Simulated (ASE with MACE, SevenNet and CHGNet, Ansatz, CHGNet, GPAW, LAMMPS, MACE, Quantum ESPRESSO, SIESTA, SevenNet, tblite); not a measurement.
**Machine-learned potentials on glassy 75Sc2O3-25SiO2 (mol %) (72 atoms): settings against a plane-wave reference**

Wanted: machine-learned potentials inputs and outputs for glassy 75Sc2O3-25SiO2 (mol %) (72 atoms), checked against a plane-wave reference.

Program: ASE with MACE, SevenNet and CHGNet. Level of theory: the method is named at each step. Results are calculated unless marked as measured.

### 1. Set-up

The cell holds 72 atoms: 24 Sc, 4 Si and 44 O. Cell: a = 9.740 Å, b = 9.740 Å, c = 9.740 Å, α = 90.0°, β = 90.0°, γ = 90.0°. 72 atoms (24 Sc, 4 Si, 44 O) placed at random at 3.36 g/cm³, melted at 4000 K for 10 ps at fixed volume with the Morse and Coulomb pair potential with partial charges (Pedone, Malavasi, Menziani, Cormack and Segre, J. Phys. Chem. B 110, 11780 (2006)). Quenched from 4000 K to 300 K at 20 K/ps and fixed volume, held 10 ps at zero pressure.

The yardstick, on the same geometry:

```
method                                           : Kohn-Sham DFT, PBE, SSSP efficiency 1.3.0 pseudopotentials, plane waves (Quantum ESPRESSO 7.5); sssp-pbe-1.3.0-efficiency, cutoffs 60/480 Ry, Γ point
r.m.s. force component                           : 0.8579 eV/Å
longest force                                    : 3.848 eV/Å
pressure                                         : 0.6393 GPa
gap (highest filled to lowest empty level) : 2.695 eV
time                                             : 2.9 min on 4 MPI ranks of Arm Neoverse V1, shared host
CPU time                                         : 11 min
```

### 2. MACE MP-0b3 medium potential

Method: machine-learned interatomic potential MACE MP-0b3 medium, trained on PBE(+U) plane-wave data.

run.py reads:

```python
import numpy as np
from ase.io import read
import mlip  # loads the published weights by name

atoms = read("structure.xyz")
atoms.calc = mlip.calc("mace-mp-0b3-medium")
energy = atoms.get_potential_energy()
forces = atoms.get_forces()
print(f"energy {energy:.6f} eV")
print("forces (eV/A)")
for i, (a, f) in enumerate(zip(atoms, forces)):
    print(f"{i:4d} {a.symbol:2s} {f[0]:10.5f} {f[1]:10.5f} {f[2]:10.5f}")
stress = -atoms.get_stress(voigt=False) * 160.21766
print("stress (GPa, compression positive)")
for row in stress:
    print(" ".join(f"{x:10.4f}" for x in row))
```

structure.xyz reads:

```xyz
72
Lattice="9.74015 0.00000 0.00000 0.00000 9.74015 0.00000 0.00000 0.00000 9.74015" Properties=species:S:1:pos:R:3 pbc="T T T"
Sc 2.97980 2.73464 1.98017
Sc 4.77297 6.51100 0.34802
Sc 0.62162 6.22990 7.37154
Sc 3.14772 4.41005 8.80948
Sc 5.26621 5.39010 3.17539
Sc 7.31213 8.67643 2.30374
Sc 5.48663 2.49504 6.91570
Sc 2.19621 9.56639 6.43434
Sc 7.79446 6.71846 9.54476
Sc 8.65276 8.40663 6.02331
Sc 5.13111 9.31246 5.35923
Sc 6.16347 1.68602 3.65148
Sc 3.54551 0.62035 9.20707
Sc 2.61796 3.64535 5.73666
Sc 1.74105 6.66596 1.64901
Sc 0.31246 8.93211 9.67811
Sc 3.02724 6.95067 4.67206
Sc 5.74260 5.66692 6.65876
Sc 4.04275 9.01568 2.24316
Sc 0.96798 2.10748 8.43507
Sc 1.18002 9.30438 3.35821
Sc 6.00052 2.74828 0.69837
Sc 9.64051 2.03433 5.55909
Sc 6.02146 9.17853 8.50539
Si 8.22916 6.11457 4.24826
Si 8.77607 1.37930 1.65670
Si 8.15406 3.87931 8.03533
Si 0.29308 3.99171 3.14617
O 4.82430 4.41024 0.30759
O 6.84499 4.00155 7.11450
O 7.17956 1.43599 1.78449
O 9.37158 2.67698 2.46309
O 1.95884 1.46940 3.08734
O 4.29093 1.27830 1.44544
O 1.63362 0.19441 8.46361
O 4.71248 8.66786 0.31305
O 5.47396 3.44344 2.71283
O 2.55387 2.60656 9.61285
O 9.14473 0.04870 2.40416
O 1.28239 7.16437 3.53041
O 8.01858 7.68556 3.95869
O 6.84869 9.18993 6.65496
O 9.65551 7.02080 0.81506
O 5.82997 9.36369 3.36999
O 9.64314 1.26038 0.31655
O 1.81235 1.87595 6.47428
O 6.76122 5.48234 4.61488
O 5.50299 1.58979 8.71140
O 7.62761 3.34097 9.46528
O 0.86921 3.61136 4.59813
O 1.49687 4.49469 2.19894
O 9.38123 8.06348 7.86186
O 3.55759 4.93514 4.44716
O 1.99848 7.47138 6.35116
O 7.60530 8.80831 0.12214
O 9.16480 2.84841 7.40485
[... 12 atom lines left out ...]
O 6.53720 6.69314 1.60381
O 8.92032 5.09030 3.31847
O 0.42720 9.59979 5.31851
O 4.86813 1.68962 5.19462
```

Run with:

```console
OMP_NUM_THREADS=1 python run.py > output.txt
```

The log of the run:

```text
energy -623.200156 eV
forces (eV/A)
   0 Sc   -0.52154   -0.57648    0.96871
   1 Sc   -0.51071    0.47524    0.86144
   2 Sc    0.67492    0.88150   -0.94286
   3 Sc    0.40240    0.43865    0.69221
   4 Sc    0.01721   -0.38071    0.02468
   5 Sc    0.79402   -1.46041   -1.32810
   6 Sc    0.62715   -1.05861   -0.02853
   7 Sc    0.16571   -1.49566    0.13185
   8 Sc    0.79545    0.87061    1.68016
   9 Sc   -0.54201    0.12749   -0.41873
  10 Sc   -0.09150   -1.56865    0.98221
  11 Sc    0.98563    2.07810    0.05503
  12 Sc    0.73002    0.08079    1.23564
  13 Sc    0.53850    0.78766   -0.45586
  14 Sc    0.02872   -0.58784    0.06229
  15 Sc   -0.89971   -0.78072    1.02153
  16 Sc   -0.79850   -0.22069   -0.07346
  17 Sc   -0.65381    1.47986   -0.93436
  18 Sc   -0.72475    0.11385   -0.43754
  19 Sc    0.54458    0.11502    1.14914
  20 Sc    0.67318   -0.14023   -0.36260
  21 Sc   -0.78030    0.58273   -0.30871
  22 Sc   -1.20459   -0.59128   -1.85851
  23 Sc    1.07212   -0.43695    0.12669
[...]
64 O    -0.39791    0.62926    1.36649
  65 O     0.23597   -0.08493    0.63960
  66 O    -0.25555   -0.12294    0.08686
  67 O    -0.27778   -0.27043    0.70004
  68 O     0.46796   -0.19546   -0.19344
  69 O    -0.32920    0.03858   -1.56205
  70 O    -0.75148    1.08230    0.36439
  71 O    -0.01842    0.19946    0.16279
stress (GPa, compression positive)
    2.4108    -1.7697    -0.4770
   -1.7697    -0.1030    -0.3750
   -0.4770    -0.3750    -0.0017
```

Wall time 12 s (1 thread of Arm Neoverse V1, shared host); peak memory 0.98 GiB.

Banners, paths, timers and routine set-up lines are dropped from the logs unmarked, and long logs keep their key lines alone; longer cuts are marked.

Compared with the plane-wave run:

```
r.m.s. force component                  : 0.8209 eV/Å
r.m.s. difference of force components   : 114.1 meV/Å
longest difference of force vectors     : 553.3 meV/Å
force difference over r.m.s. force      : 13.3 %
slope of forces against the reference's : 0.949
correlation of force components         : 0.9917
pressure                                : 0.7687 GPa
pressure difference                     : 0.1294 GPa
```

Length of the force difference by element (eV/Å):

```tsv
element	atoms	mean	most
O	44	0.13	0.26
Sc	24	0.23	0.55
Si	4	0.25	0.43
```

Local excerpt of 9 atoms (numbers count through the whole input) about Si27, one of the 4 Si atoms; x, y, z are measured from there.

```tsv
atom	x	y	z	distance (Å)	bonds	Fx	Fy	Fz (eV/Å)
Si27	0.00	0.00	0.00	0.00	4	-1.93	-0.12	2.42
O56	1.01	-1.03	-0.63	1.58	3	0.95	-1.40	-1.40
O60	0.60	1.44	0.30	1.59	3	0.84	1.23	-0.05
O30	-1.31	0.12	-0.92	1.61	3	-0.33	0.05	-1.29
O49	-0.53	-0.54	1.43	1.62	2	0.14	-0.06	0.54
Sc20	2.55	-1.77	0.40	3.13	6	0.54	0.12	1.15
Sc7	-2.67	-1.38	-1.12	3.21	4	0.63	-1.06	-0.03
Sc9	-0.36	2.84	1.51	3.24	6	0.80	0.87	1.68
Sc3	2.21	2.35	-0.66	3.29	5	0.67	0.88	-0.94
```

Atoms are counted from 1 here, from 0 in the log.

Forces lie 13 % from the reference's, at 0.016 times its CPU time (on 1 against 4 cores).

### 3. SevenNet 0 potential

Method: machine-learned interatomic potential SevenNet 0, trained on PBE(+U) plane-wave data.

run.py: that of step 2 with these lines changed.

```diff
@@ -5,3 +5,3 @@
 atoms = read("structure.xyz")
-atoms.calc = mlip.calc("mace-mp-0b3-medium")
+atoms.calc = mlip.calc("7net-0")
 energy = atoms.get_potential_energy()
```

structure.xyz is that of step 2.

The log of the run:

```text
energy -623.543030 eV
forces (eV/A)
   0 Sc   -0.70794   -0.59824    1.22569
   1 Sc   -0.38386    0.42436    1.03379
   2 Sc    0.52232    1.06098   -1.00726
   3 Sc    0.56947    0.69774    0.58952
   4 Sc    0.05615   -0.40512    0.25089
   5 Sc    0.88685   -1.61772   -1.29121
   6 Sc    0.78175   -0.88042    0.07704
   7 Sc    0.04872   -1.44929    0.14359
   8 Sc    0.87831    0.93331    1.71724
   9 Sc   -0.43972    0.09124   -0.37124
  10 Sc   -0.10071   -1.53787    0.83536
  11 Sc    0.85914    1.77936   -0.12291
  12 Sc    0.66500   -0.06112    1.09352
  13 Sc    0.32336    0.61520   -0.62761
  14 Sc   -0.25852   -0.54350    0.37092
  15 Sc   -0.93824   -0.88782    1.10527
  16 Sc   -0.91854   -0.09277   -0.19065
  17 Sc   -0.63216    1.40094   -1.04449
  18 Sc   -0.75261    0.16908   -0.41553
  19 Sc    0.62282   -0.07005    1.15038
  20 Sc    0.57867   -0.21456   -0.39557
  21 Sc   -0.62099    0.47201   -0.25372
  22 Sc   -1.10286   -0.67127   -1.82029
  23 Sc    0.97529   -0.46693    0.10102
[...]
64 O    -0.33601    0.68059    1.26898
  65 O     0.26093    0.07095    0.51611
  66 O    -0.17599   -0.10903    0.06330
  67 O    -0.16907   -0.17305    0.86047
  68 O     0.24796   -0.24622   -0.18743
  69 O    -0.27176    0.01275   -1.60870
  70 O    -0.68896    1.19981    0.31825
  71 O    -0.03256    0.21892    0.15336
stress (GPa, compression positive)
    2.6417    -1.9068    -0.4916
   -1.9068     0.2257    -0.3103
   -0.4916    -0.3103     0.0294
```

Elapsed: 11 s, on 1 thread; peak memory 0.88 GiB.

Numbers from this run, and their distance from the reference:

```yaml
r_m_s_force_component: 0.8352 eV/Å
r_m_s_difference_of_force_components: 100.1 meV/Å
longest_difference_of_force_vectors: 495.2 meV/Å
force_difference_over_r_m_s_force: 11.67 %
slope_of_forces_against_the_reference_s: 0.967
correlation_of_force_components: 0.9934
pressure: 0.9656 GPa
pressure_difference: 0.3263 GPa
```

Against the first run (13 %), the force difference from the reference is 12 %, at 0.92 times the CPU time.

### 4. CHGNet 0.3.0 potential

Method: machine-learned interatomic potential CHGNet 0.3.0, trained on PBE(+U) plane-wave data.

run.py: that of step 3 with these lines changed.

```diff
@@ -5,3 +5,3 @@
 atoms = read("structure.xyz")
-atoms.calc = mlip.calc("7net-0")
+atoms.calc = mlip.calc("chgnet-0.3.0")
 energy = atoms.get_potential_energy()
```

structure.xyz is that of step 3.

The log of the run:

```text
CHGNet v0.3.0 initialized with 412,525 parameters
CHGNet will run on cpu
energy -654.725586 eV
forces (eV/A)
   0 Sc   -0.67732   -0.51378    1.14447
   1 Sc   -0.46148    0.44594    1.02833
   2 Sc    0.28841    0.84297   -0.95845
   3 Sc    0.43705    0.51321    0.68984
   4 Sc   -0.06895   -0.26194    0.22653
   5 Sc    0.60370   -1.47829   -0.99181
   6 Sc    0.54461   -1.01828   -0.16479
   7 Sc    0.22355   -1.34015   -0.08991
   8 Sc    0.89110    0.83519    1.56331
   9 Sc   -0.42916    0.15090   -0.34921
  10 Sc   -0.16730   -1.32357    0.83187
  11 Sc    0.86275    1.54575    0.29421
  12 Sc    0.74266    0.04089    1.07265
  13 Sc    0.39866    0.67372   -0.60987
  14 Sc   -0.21371   -0.47400    0.20961
  15 Sc   -0.81548   -0.89706    0.83574
  16 Sc   -0.80637   -0.23076   -0.26585
  17 Sc   -0.49722    1.41250   -0.93800
  18 Sc   -0.75765    0.04223   -0.29821
  19 Sc    0.23376    0.27753    0.84838
  20 Sc    0.65097    0.00056   -0.32276
  21 Sc   -0.67248    0.49877   -0.37789
  22 Sc   -1.20782   -0.54188   -1.71747
  23 Sc    1.10657   -0.37085    0.10600
[...]
64 O    -0.17636    0.55138    1.25594
  65 O     0.27704    0.05769    0.47066
  66 O    -0.15080    0.00545    0.01033
  67 O    -0.29747   -0.27903    0.75258
  68 O     0.39517   -0.17702   -0.25310
  69 O    -0.30344    0.00693   -1.62270
  70 O    -0.63427    0.92517    0.28217
  71 O     0.04708    0.21278    0.13709
stress (GPa, compression positive)
    2.0670    -1.7931    -0.5031
   -1.7931     0.1372    -0.2415
   -0.5031    -0.2415    -0.0803
```

It took 4.9 s on 1 thread; peak memory 1.1 GiB.

Numbers from this run, and their distance from the reference:

| Item | Value |
| --- | --- |
| r.m.s. force component | 0.8005 eV/Å |
| r.m.s. difference of force components | 135.6 meV/Å |
| longest difference of force vectors | 671 meV/Å |
| force difference over r.m.s. force | 15.8 % |
| slope of forces against the reference's | 0.9228 |
| correlation of force components | 0.989 |
| pressure | 0.708 GPa |
| pressure difference | 0.0687 GPa |

Against the first run (13 %), the force difference from the reference is 16 %, at 0.43 times the CPU time.

### 5. The ladder

Differences are against the plane-wave reference, forces as r.m.s. over components; share is that over the reference's r.m.s. force, slope the least-squares factor from reference forces to these. Total energies of different programs have different zeros and aren't compared.

```tsv
run	Δ force, r.m.s. (meV/Å)	share (%)	slope	Δ pressure (GPa)	cores	CPU time	memory (GiB)
reference	-	-	-	-	4	11 min	2.6
MACE MP-0b3 medium potential	114	13.3	0.949	0.129	1	11 s	0.98
SevenNet 0 potential	100	11.7	0.967	0.326	1	10 s	0.88
CHGNet 0.3.0 potential	136	15.8	0.923	0.0687	1	4.7 s	1.1
```

Times of the machine-learned potentials are mostly Python's start and the loading of weights.

CPU time is summed over cores on a shared host, where runs went side by side, so it is rough. Symmetry, cutoffs, thresholds, outputs and thread counts weren't matched or tuned between programs; memory under MPI is the largest rank's times the ranks.

### 6. Summary of results

| Item | Value |
| --- | --- |
| nearest in forces | SevenNet 0 potential, 12 % |
| its CPU time | 10 s |

Machine-learned potentials differ by 12 % (SevenNet 0 potential) to 16 % (CHGNet 0.3.0 potential); they were trained on other programs' data. The reference's pressure holds the uncorrected Pulay stress of its 60 Ry basis, so small pressure differences, and their order, may be the reference's own error. Machine-learned potentials mimic data converged in k, so the reference's own k-point error enters their differences. The quench rate of 20 K/ps is many orders above laboratory rates, so the cell is likely richer in defects and strain than a real sample. The network of bonds at the start is that of the classical potential that made the cell, and needn't be the one that DFT or experiment would give. The electronic-structure runs sample only Γ, in a cell whose shortest periodic width is 10 Å.

[Also dropped from logs without a mark: logging warnings of Python, and SIESTA's first energy breakdown and zero terms.]

[Logs are printed without paths, hosts, clocks, repeated set-up lines and the standing remarks that a program may print on its own settings, such as how far it seeks lower states.]

[Hosts, paths, dates, database ids (printed as entryN), source tags and the programs' standing remarks are cut or masked in the printed files.]
